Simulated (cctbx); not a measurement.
# NaEu14Ni: as given, inverted or twinned?

Space group P-6m2 (no. 187), a = 7.6200 Å, b = 7.6200 Å, c = 11.7380 Å, α = 90.00°, β = 90.00°, γ = 120.00°.

```csv
atom,mult.,x,y,z,Ueq (Å²)
Eu1,2,2/3,1/3,0.7445,0.0122
Eu2,6,0.6845,0.8423,0.7729,0.0097
Eu3,3,0.4974,0.5026,1/2,0.0117
Eu4,3,0.5009,0.4991,0,0.0121
Ni1,1,0,0,0,0.0159
Na1,1,0,0,1/2,0.0201
```

The model was made for the exercise: a known structure type with other elements put in, its volume estimated, not relaxed; displacement parameters are assumed.

Data sets are simulated with cctbx and refined with Bijvoet mates kept apart; Flack x is then fitted as the share of an inverted twin with the atoms fixed, Hooft y from the Bijvoet differences. The group is acentric but holds improper operations, so there is an absolute structure (orientation) and no hand.

Untwinned crystal. What Flack and Hooft values should come out?

| λ (Å) | extinction (unmodelled) | d min (Å) | top counts | error (%) | model | R1 | Flack x | s.u. | Hooft y | s.u. | pairs |
| --- | --- | --- | --- | --- | --- | --- | --- | --- | --- | --- | --- |
| 0.71073 | 0 | 0.77 | 5000 | 6 | as given | 0.0210 | 0.16 | 0.19 | 0.047 | 0.215 | 257 |
| 0.71073 | 0 | 0.77 | 5000 | 6 | inverted | 0.0213 | 0.84 | 0.19 | 0.957 | 0.218 | 257 |
| 1.54184 | 0 | 0.83 | 70000 | 2 | as given | 0.0064 | -0.005 | 0.007 | -0.005 | 0.007 | 206 |

With Mo Kα, the s.u. is too large to fix the absolute structure. With Cu Kα, x is within 3 s.u. of 0, so the absolute structure is right. Inverting the model turns x into about 1 − x.

A further crystal gives:

| λ (Å) | extinction (unmodelled) | d min (Å) | top counts | error (%) | model | R1 | Flack x | s.u. | Hooft y | s.u. | pairs |
| --- | --- | --- | --- | --- | --- | --- | --- | --- | --- | --- | --- |
| 0.71073 | 0 | 0.65 | 40000 | 1.5 | as given | 0.0074 | 0.38 | 0.07 | 0.313 | 0.065 | 424 |

**Question.** What is it?

It was simulated as an inversion twin with a fraction 0.3 of the inverted domain. Flack x is over 3 s.u. from both 0 and 1 and reads that fraction.

[Logs are printed without paths, hosts, clocks, repeated set-up lines and the standing remarks that a program may print on its own settings, such as how far it seeks lower states.]
